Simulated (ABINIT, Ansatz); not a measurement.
An input for ABINIT 10.8.3 (MgO2 (R-3m)):

```
acell 3*1.0 Angstrom
rprim 
  1.604761016024 0.926509204586 3.493978874900
  -1.604761016024 0.926509204586 3.493978874900
  0.000000000000 -1.853018409173 3.493978874900
ntypat 2
znucl 12 8
natom 3
typat 1 2 2
xred 
  0.000000000000 0.000000000000 0.000000000000
  0.428786000000 0.428786000000 0.428786000000
  0.571214000000 0.571214000000 0.571214000000
pp_dirpath "pseudos"
pseudos "Mg.upf, O.upf"
ecut 38
ngkpt 4 4 4
nshiftk 1
shiftk 0 0 0
kptopt 1
chksymbreak 0
istwfk *1
occopt 1
irdwfk 1
optdriver 99
bs_calctype 1
mbpt_sciss 2.910 eV
bs_loband 7
nband 13
bs_exchange_term 1
bs_coulomb_term 11
bs_coupling 0
bs_algorithm 1
bs_freq_mesh 0 11 0.1 eV
zcut 0.15 eV
ecuteps 4
ecutwfn 19
inclvkb 2
irdscr 1
indata_prefix "in"
outdata_prefix "out"
tmpdata_prefix "tmp"
```

```sh
OMP_NUM_THREADS=1 mpirun -n 4 abinit run.abi > log
```

Q: How long will it take on 4 MPI ranks of Intel Xeon Platinum 8223CL at 3.00GHz (Skylake/Cascade Lake), shared host, and how much memory?

It took 21 s; on shared hardware allow 10 s to 42 s. Peak host memory was 0.39 GiB.

The kernel grows as the square of the matrix size, and full diagonalisation as its cube.

[Paths, hosts, dates, memory and timing lines, banners, echoed tables and standing remarks are left out of the program output.]

[Logs are printed without paths, hosts, clocks, repeated set-up lines and the standing remarks that a program may print on its own settings, such as how far it seeks lower states.]

[Runs of the session that timed out or met a known fault of the program may be left out.]

[Hosts, paths, dates, database ids (printed as entryN), source tags and the programs' standing remarks are cut or masked in the printed files.]

[G0W0 gaps are taken among the corrected bands and points alone; a level outside them can change the order at an edge.]

[Where Ansatz stands beside ABINIT at settings called matched, ABINIT's density can come from a denser mesh and the files from another edition; pairs whose starting gaps differed by over 0.03 eV were left out, so agreement reads better than it is.]
